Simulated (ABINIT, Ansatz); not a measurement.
## CaC2 (Pnnm): one start, several treatments of the self-energy

How much does the gap of CaC2 (Pnnm) depend on the approximation to the self-energy?

Program: ABINIT 10.8.3. Level of theory: PBEsol and many-body steps on it, plane waves. Results are calculated unless marked as measured.

### Step 1. Set-up

The structure is orthorhombic, space group Pnnm (No. 58). The conventional cell has a = 4.407 Å, b = 5.904 Å, c = 3.897 Å, α = 90.00°, β = 90.00°, γ = 90.00°. Nearest to Ca lie 6 C at 2.62 Å. Nearest to C lie 1 C at 1.26 Å and 3 Ca at 2.62 Å. Farther neighbours are not listed.

The cell and positions are those that the Materials Project relaxed with its own functionals (PBE, PBE+U or r2SCAN), kept fixed.

### Step 2. Empty states on the mesh, 4×2×4 mesh, 272 bands

This step: ABINIT 10.8.3; DFT, PBEsol, plane waves, norm-conserving pseudopotentials.

The sums over transitions need many empty states on a uniform mesh; this step solves for them.

Input file run.abi:

```
acell 3*1.0 Angstrom
rprim 
  4.407233000000 0.000000000000 0.000000000000
  0.000000000000 5.904349000000 0.000000000000
  0.000000000000 0.000000000000 3.897343000000
ntypat 2
znucl 20 6
natom 6
typat 1 1 2 2 2 2
xred 
  -0.000000000000 -0.000000000000 0.000000000000
  0.500000000000 0.500000000000 0.500000000000
  0.886657000000 0.564468000000 0.000000000000
  0.613343000000 0.064468000000 0.500000000000
  0.386657000000 0.935532000000 0.500000000000
  0.113343000000 0.435532000000 0.000000000000
pp_dirpath "pseudos"
pseudos "Ca.upf, C.upf"
ecut 37
ngkpt 4 2 4
nshiftk 1
shiftk 0 0 0
kptopt 1
chksymbreak 0
iscf -2
irdden 1
istwfk *1
nband 272
nbdbuf 24
tolwfr 1e-09
nstep 60
prtvol 0
indata_prefix "in"
outdata_prefix "out"
tmpdata_prefix "tmp"
```

Launch:

```console
$ OMP_NUM_THREADS=1 mpirun -n 8 abinit run.abi > log
```

Numbers of over 12 decimals in the logs are rounded to 6 here.

The program printed:

```text
.Version 10.8.3 of ABINIT. v10.8.2 released Aug 2026.

 Symmetries : space group Pn n m (# 58); Bravais oP (primitive ortho.)
[... echo of the input left out ...]
== DATASET  1 ==================================================================
-   mpi_nproc: 8, omp_nthreads: 1 (-1 if OMP is not activated)

--- !DatasetInfo
iteration_state: {dtset: 1, }
dimensions: {natom: 6, nkpt: 18, mband: 272, nsppol: 1, nspinor: 1, nspden: 1, mpw: 7400, }
cutoff_energies: {ecut:  37.0, pawecutdg:  -1.0, }
[...]
3.58019    3.58985    3.59392    3.60912    3.60961    3.62740    3.63218    3.63567
   3.63677    3.64426    3.65466    3.66890    3.67166    3.69872    3.71318    3.73158
 prteigrs : prtvol=0 or 1, do not print more k-points.

== END DATASET(S) ==============================================================
================================================================================

 -outvars: echo values of variables after computation  --------
            nband         272
             nkpt          18
          spgroup          58
 [... the other variables as echoed above ...]

 Calculation completed.
```

The job ended after 8.6 min (8 MPI ranks of Intel Xeon Platinum 8375C at 2.90GHz (Ice Lake), shared host; peak memory 1.3 GiB).

Numbers from this step:

| Property | Result |
| --- | --- |
| gap | 2.775 eV |
| k of the valence top | 0.5, 0, 0 |
| k of the conduction bottom | 0, 0, 0 |
| least direct gap | 3.126 eV |
| k points computed | 18 |
| lowest point of the top converged band, above the valence top | 90.0678 eV |

On this mesh the gap is 2.775 eV.

The density comes from a self-consistent run that is not shown.

### Step 3. Screening, 4×2×4 mesh, 111 bands, screening to 141.5 eV

The RPA dielectric matrix is built and inverted for each q.

This step: RPA screening on PBEsol, plane waves, norm-conserving pseudopotentials.

run.abi, as its differences from that of step 2:

```diff
@@ -24,10 +24,11 @@
 chksymbreak 0
-iscf -2
-irdden 1
 istwfk *1
-nband 272
-nbdbuf 24
-tolwfr 1e-09
-nstep 60
-prtvol 0
+occopt 1
+irdwfk 1
+optdriver 3
+nband 111
+ecuteps 5.2
+inclvkb 2
+awtr 1
+symchi 1
 indata_prefix "in"
```

The program printed:

```text
.Version 10.8.3 of ABINIT. v10.8.2 released Aug 2026.

 Symmetries : space group Pn n m (# 58); Bravais oP (primitive ortho.)
[... echo of the input left out ...]
== DATASET  1 ==================================================================
-   mpi_nproc: 8, omp_nthreads: 1 (-1 if OMP is not activated)

--- !DatasetInfo
iteration_state: {dtset: 1, }
dimensions: {natom: 6, nkpt: 18, mband: 111, nsppol: 1, nspinor: 1, nspden: 1, mpw: 7400, }
cutoff_energies: {ecut:  37.0, pawecutdg:  -1.0, }
electrons: {nelect:   3.60000000E+01, charge:   0.00000000E+00, occopt:   1.00000000E+00, tsmear:   1.00000000E-02, }

 SCREENING: Calculation of the susceptibility and dielectric matrices

 Based on a program developped by R.W. Godby, V. Olevano, G. Onida, and L. Reining.
 Incorporated in ABINIT by V. Olevano, G.-M. Rignanese, and M. Torrent.
.Using double precision arithmetic ; gwpc =  8

[... cell and pseudopotentials left out ...]
--------------------------------------------------------------------------------

 ==== K-mesh for the wavefunctions ====
 Number of points in the irreducible wedge :    18
[... list of points left out ...]
 Together with  8 symmetry operations and time-reversal symmetry
 yields    32 points in the full Brillouin Zone.

 ==== Q-mesh for the screening function ====
 Number of points in the irreducible wedge :    18
[... list of points left out ...]
 Together with  8 symmetry operations and time-reversal symmetry
 yields    32 points in the full Brillouin Zone.

 setmesh: FFT mesh size selected  =    40x   48x   32
          total number of points  =        61440

 vcoul_init : cutoff-mode = AUXILIARY_FUNCTION
 q-points for optical limit:   1
     1)      0.000010    0.000020    0.000030

- screening: taking advantage of time-reversal symmetry
- Maximum band index for partially occupied states nbvw = 18
- Remaining bands to be divided among processors   nbcw = 93
- Number of bands treated by each node ~11

 Number of electrons calculated from density =   36.0000; Expected =   36.0000
 average of density, n =  0.052602
 r_s =    1.6557
 omega_plasma =   22.1236 [eV]

 calculating chi0 at frequencies [eV] :
  1    0.000000E+00    0.000000E+00
  2    0.000000E+00    2.212357E+01

--------------------------------------------------------------------------------
  q-point number  1        q = ( 0.000000, 0.000000, 0.000000) [r.l.u.]
--------------------------------------------------------------------------------
[... chi0 elements left out ...]
 For q-point:  0.000010 0.000020 0.000030
  dielectric constant =   3.4012
  dielectric constant without local fields =   4.0079

  Average fulfillment of the sum rule on Im[epsilon] for q-point    1 :     61.44  [%]
[... wings left out ...]
  q-point number  2        q = ( 0.250000, 0.000000, 0.000000) [r.l.u.]
--------------------------------------------------------------------------------
[... chi0 elements left out ...]
  Average fulfillment of the sum rule on Im[epsilon] for q-point    2 :     72.03  [%]

 [... 16 further q-points ...]
```

Wall time 4.9 min (8 MPI ranks); peak memory 5.4 GiB; 39 min of CPU time.

Numbers from this step:

| Quantity | Value |
| --- | --- |
| ε∞ with local fields, on this mesh, along the program's q direction | 3.401 |
| the same without local fields | 4.008 |
| plasma frequency | 22.12 eV |
| plane waves in the screening matrix | 397 |

Local fields lower ε∞ by 15 %. On a Γ-centred mesh this coarse the value itself is usually too large, while a short band sum pulls it down.

### Step 4. G0W0, Godby-Needs plasmon pole

The self-energy is evaluated for the states that the input lists, and the levels follow from it, in one-shot runs by the linearised quasiparticle equation.

This step: G0W0 on PBEsol, plane waves, norm-conserving pseudopotentials.

run.abi, as its differences from that of step 3:

```diff
@@ -27,8 +27,17 @@
 irdwfk 1
-optdriver 3
+optdriver 4
 nband 111
+gwcalctyp 0
+ecutsigx 37
+symsigma 1
+nkptgw 2
+kptgw 
+  0.5000000000 0.0000000000 0.0000000000
+  0.0000000000 0.0000000000 0.0000000000
+bdgw 
+  17 20
+  17 20
 ecuteps 5.2
-inclvkb 2
-awtr 1
-symchi 1
+irdscr 1
+ppmodel 1
 indata_prefix "in"
```

The program printed:

```text
.Version 10.8.3 of ABINIT. v10.8.2 released Aug 2026.

 Symmetries : space group Pn n m (# 58); Bravais oP (primitive ortho.)
[... echo of the input left out ...]
== DATASET  1 ==================================================================
-   mpi_nproc: 8, omp_nthreads: 1 (-1 if OMP is not activated)

--- !DatasetInfo
iteration_state: {dtset: 1, }
dimensions: {natom: 6, nkpt: 18, mband: 111, nsppol: 1, nspinor: 1, nspden: 1, mpw: 7400, }
cutoff_energies: {ecut:  37.0, pawecutdg:  -1.0, }
electrons: {nelect:   3.60000000E+01, charge:   0.00000000E+00, occopt:   1.00000000E+00, tsmear:   1.00000000E-02, }

 SIGMA: Calculation of the GW corrections

 Based on a program developped by R.W. Godby, V. Olevano, G. Onida, and L. Reining.
 Incorporated in ABINIT by V. Olevano, G.-M. Rignanese, and M. Torrent.
.Using double precision arithmetic ; gwpc =  8

[... cell and pseudopotentials left out ...]
--------------------------------------------------------------------------------

 ==== K-mesh for the wavefunctions ====
 Number of points in the irreducible wedge :    18
[... list of points left out ...]
 Together with  8 symmetry operations and time-reversal symmetry
 yields    32 points in the full Brillouin Zone.

 ==== Q-mesh for screening function ====
 Number of points in the irreducible wedge :    18
[... list of points left out ...]
 Together with  8 symmetry operations and time-reversal symmetry
 yields    32 points in the full Brillouin Zone.

 vcoul_init : cutoff-mode = AUXILIARY_FUNCTION
 q-points for optical limit:   1
     1)      0.000010    0.000020    0.000030
 setmesh: FFT mesh size selected  =    54x   72x   48
          total number of points  =       186624

 Number of electrons calculated from density =   36.0000; Expected =   36.0000
 average of density, n =  0.052602
 r_s =    1.6557
 omega_plasma =   22.1236 [eV]

 === KS Band Gaps ===
  >>>> For spin  1
   Minimum direct gap =   3.1257 [eV], located at k-point      :   0.0000  0.0000  0.0000
   Fundamental gap    =   2.7751 [eV], Top of valence bands at :   0.5000  0.0000  0.0000
                                       Bottom of conduction at :   0.0000  0.0000  0.0000
 SIGMA fundamental parameters:
 PLASMON POLE MODEL  1
 number of plane-waves for SigmaX                 7325
 number of plane-waves for SigmaC and W            397
 number of plane-waves for wavefunctions          7325
 number of bands                                   111
 number of independent spin polarizations            1
 number of spinorial components                      1
 number of k-points in IBZ                          18
 number of q-points in IBZ                          18
 number of symmetry operations                       8
 number of k-points in BZ                           32
 number of q-points in BZ                           32
 number of frequencies for dSigma/dE                 9
 frequency step for dSigma/dE [eV]                0.25
 number of omega for Sigma on real axis              0
 max omega for Sigma on real axis  [eV]           0.00
 zcut for avoiding poles [eV]                     0.10

 EPSILON^-1 parameters (SCR file):
 dimension of the eps^-1 matrix on file            397
 dimension of the eps^-1 matrix used               397
 number of plane-waves for wavefunctions          7325
 number of bands                                   111
 number of q-points in IBZ                          18
 number of frequencies                               2
 number of real frequencies                          1
 number of imag frequencies                          1

 matrix elements of self-energy operator (all in [eV])

 Perturbative Calculation

--- !SelfEnergy_ee
iteration_state: {dtset: 1, }
kpoint     : [   0.500,    0.000,    0.000, ]
spin       : 1
KS_gap     :    5.062
QP_gap     :    7.556
Delta_QP_KS:    2.494
data: !SigmaeeData |
     Band     E0 <VxcDFT>   SigX SigC(E0)      Z dSigC/dE  Sig(E)    E-E0       E
       17   2.203 -14.421 -18.132   2.920   0.778  -0.286 -15.036  -0.614   1.588
       18   2.203 -14.421 -18.132   2.920   0.778  -0.286 -15.036  -0.614   1.588
       19   7.265 -13.407  -7.571  -3.491   0.801  -0.248 -11.527   1.880   9.144
       20   7.265 -13.407  -7.571  -3.491   0.801  -0.248 -11.527   1.880   9.144

--- !SelfEnergy_ee
iteration_state: {dtset: 1, }
kpoint     : [   0.000,    0.000,    0.000, ]
spin       : 1
KS_gap     :    3.126
QP_gap     :    5.275
Delta_QP_KS:    2.149
data: !SigmaeeData |
     Band     E0 <VxcDFT>   SigX SigC(E0)      Z dSigC/dE  Sig(E)    E-E0       E
       17   1.602 -13.724 -16.646   1.986   0.785  -0.275 -14.458  -0.734   0.869
       18   1.852 -13.866 -16.668   1.906   0.784  -0.275 -14.569  -0.703   1.149
       19   4.978 -11.209  -6.434  -3.008   0.818  -0.222  -9.763   1.446   6.424
       20   5.606 -12.814  -7.405  -3.122   0.812  -0.231 -10.956   1.857   7.463

== END DATASET(S) ==============================================================
================================================================================

 -outvars: echo values of variables after computation  --------
           etotal      0.0000000000E+00
            nband         111
             nkpt          18
          spgroup          58
 [... the other variables as echoed above ...]

 Calculation completed.
```

Run time: 33 s. Hardware: 8 MPI ranks; peak memory 4.3 GiB; 4.4 min of CPU time.

This step gave:

```yaml
g0w0_gap_on_the_points_computed: 4.836 eV
starting_gap_on_the_mesh: 2.775 eV
k_of_the_valence_top: 0.5, 0, 0
k_of_the_conduction_bottom: 0, 0, 0
z_at_the_valence_top: 0.778
z_at_the_conduction_bottom: 0.818
least_direct_g0w0_gap_on_the_computed_points: 5.275 eV
```

The gap on the mesh goes from 2.78 eV to 4.84 eV, a correction of +2.06 eV.

### Step 5. G0W0, Engel-Farid plasmon pole

run.abi, as its differences from that of step 4:

```diff
@@ -41,3 +41,3 @@
 irdscr 1
-ppmodel 1
+ppmodel 4
 indata_prefix "in"
```

The program printed:

```text
.Version 10.8.3 of ABINIT. v10.8.2 released Aug 2026.

 Symmetries : space group Pn n m (# 58); Bravais oP (primitive ortho.)
[... echo of the input left out ...]
== DATASET  1 ==================================================================
-   mpi_nproc: 8, omp_nthreads: 1 (-1 if OMP is not activated)

--- !DatasetInfo
iteration_state: {dtset: 1, }
dimensions: {natom: 6, nkpt: 18, mband: 111, nsppol: 1, nspinor: 1, nspden: 1, mpw: 7400, }
cutoff_energies: {ecut:  37.0, pawecutdg:  -1.0, }
electrons: {nelect:   3.60000000E+01, charge:   0.00000000E+00, occopt:   1.00000000E+00, tsmear:   1.00000000E-02, }

 SIGMA: Calculation of the GW corrections

 Based on a program developped by R.W. Godby, V. Olevano, G. Onida, and L. Reining.
 Incorporated in ABINIT by V. Olevano, G.-M. Rignanese, and M. Torrent.
.Using double precision arithmetic ; gwpc =  8

[... cell and pseudopotentials left out ...]
--------------------------------------------------------------------------------

 ==== K-mesh for the wavefunctions ====
 Number of points in the irreducible wedge :    18
[... list of points left out ...]
 Together with  8 symmetry operations and time-reversal symmetry
 yields    32 points in the full Brillouin Zone.

 ==== Q-mesh for screening function ====
 Number of points in the irreducible wedge :    18
[... list of points left out ...]
 Together with  8 symmetry operations and time-reversal symmetry
 yields    32 points in the full Brillouin Zone.

 vcoul_init : cutoff-mode = AUXILIARY_FUNCTION
 q-points for optical limit:   1
     1)      0.000010    0.000020    0.000030
 setmesh: FFT mesh size selected  =    54x   72x   48
          total number of points  =       186624

 Number of electrons calculated from density =   36.0000; Expected =   36.0000
[...]
number of omega for Sigma on real axis              0
 max omega for Sigma on real axis  [eV]           0.00
 zcut for avoiding poles [eV]                     0.10

 EPSILON^-1 parameters (SCR file):
 dimension of the eps^-1 matrix on file            397
 dimension of the eps^-1 matrix used               397
 number of plane-waves for wavefunctions          7325
 number of bands                                   111
 number of q-points in IBZ                          18
 number of frequencies                               2
 number of real frequencies                          1
 number of imag frequencies                          1

 matrix elements of self-energy operator (all in [eV])

 Perturbative Calculation

--- !SelfEnergy_ee
iteration_state: {dtset: 1, }
kpoint     : [   0.500,    0.000,    0.000, ]
spin       : 1
KS_gap     :    5.062
QP_gap     :    7.690
Delta_QP_KS:    2.628
data: !SigmaeeData |
     Band     E0 <VxcDFT>   SigX SigC(E0)      Z dSigC/dE  Sig(E)    E-E0       E
       17   2.203 -14.421 -18.132   2.762   0.797  -0.254 -15.178  -0.756   1.446
       18   2.203 -14.421 -18.132   2.762   0.797  -0.254 -15.178  -0.756   1.446
       19   7.265 -13.407  -7.571  -3.539   0.815  -0.227 -11.536   1.871   9.136
[...]
--- !SelfEnergy_ee
iteration_state: {dtset: 1, }
kpoint     : [   0.000,    0.000,    0.000, ]
spin       : 1
KS_gap     :    3.126
QP_gap     :    5.388
Delta_QP_KS:    2.262
data: !SigmaeeData |
     Band     E0 <VxcDFT>   SigX SigC(E0)      Z dSigC/dE  Sig(E)    E-E0       E
[...]
19   4.978 -11.209  -6.434  -3.110   0.833  -0.200  -9.822   1.387   6.365
       20   5.606 -12.814  -7.405  -3.184   0.826  -0.211 -10.976   1.838   7.444

== END DATASET(S) ==============================================================
================================================================================

 -outvars: echo values of variables after computation  --------
           etotal      0.0000000000E+00
            nband         111
             nkpt          18
          spgroup          58
 [... the other variables as echoed above ...]

 Calculation completed.
```

Elapsed: 40 s, on 8 MPI ranks; peak memory 3.7 GiB; 4.7 min of CPU time.

Numbers from this step:

* G0W0 gap on the points computed: 4.919 eV
* starting gap on the mesh: 2.775 eV
* k of the valence top: 0.5, 0, 0
* k of the conduction bottom: 0, 0, 0
* Z at the valence top: 0.797
* Z at the conduction bottom: 0.833
* least direct G0W0 gap on the computed points: 5.388 eV

Against G0W0 in ABINIT (4×2×4 mesh, 111 bands, screening to 141.5 eV, Godby-Needs plasmon pole), the gap moves by +0.083 eV.

### Step 6. G0W0, von der Linden-Horsch plasmon pole

run.abi, as its differences from that of step 5:

```diff
@@ -41,3 +41,3 @@
 irdscr 1
-ppmodel 4
+ppmodel 3
 indata_prefix "in"
```

The program printed:

```text
.Version 10.8.3 of ABINIT. v10.8.2 released Aug 2026.

 Symmetries : space group Pn n m (# 58); Bravais oP (primitive ortho.)
[... echo of the input left out ...]
== DATASET  1 ==================================================================
-   mpi_nproc: 8, omp_nthreads: 1 (-1 if OMP is not activated)

--- !DatasetInfo
iteration_state: {dtset: 1, }
dimensions: {natom: 6, nkpt: 18, mband: 111, nsppol: 1, nspinor: 1, nspden: 1, mpw: 7400, }
cutoff_energies: {ecut:  37.0, pawecutdg:  -1.0, }
[...]
Band     E0 <VxcDFT>   SigX SigC(E0)      Z dSigC/dE  Sig(E)    E-E0       E
[...]
19   4.978 -11.209  -6.434  -3.325   0.880  -0.137  -9.934   1.275   6.253
       20   5.606 -12.814  -7.405  -3.376   0.874  -0.144 -11.037   1.776   7.382

== END DATASET(S) ==============================================================
================================================================================

 -outvars: echo values of variables after computation  --------
           etotal      0.0000000000E+00
            nband         111
             nkpt          18
          spgroup          58
 [... the other variables as echoed above ...]

 Calculation completed.
```

It took 55 s on 8 MPI ranks; peak memory 3.6 GiB; 6.7 min of CPU time.

Numbers from this step:

```
G0W0 gap on the points computed              : 4.977 eV
starting gap on the mesh                     : 2.775 eV
k of the valence top                         : 0.5, 0, 0
k of the conduction bottom                   : 0, 0, 0
least direct G0W0 gap on the computed points : 5.453 eV
```

Against G0W0 in ABINIT (4×2×4 mesh, 111 bands, screening to 141.5 eV, Godby-Needs plasmon pole), the gap moves by +0.141 eV.

[end of part 1 of 2]

[Paths, hosts, dates, memory and timing lines, banners, echoed tables and standing remarks are left out of the program output.]

[Logs are printed without paths, hosts, clocks, repeated set-up lines and the standing remarks that a program may print on its own settings, such as how far it seeks lower states.]

[Runs of the session that timed out or met a known fault of the program may be left out.]

[No measured gap is set beside runs whose start may be inverted or whose files or cutoffs have a known fault.]

[Hosts, paths, dates, database ids (printed as entryN), source tags and the programs' standing remarks are cut or masked in the printed files.]

[G0W0 gaps are taken among the corrected bands and points alone; a level outside them can change the order at an edge.]

[Where Ansatz stands beside ABINIT at settings called matched, ABINIT's density can come from a denser mesh and the files from another edition; pairs whose starting gaps differed by over 0.03 eV were left out, so agreement reads better than it is.]
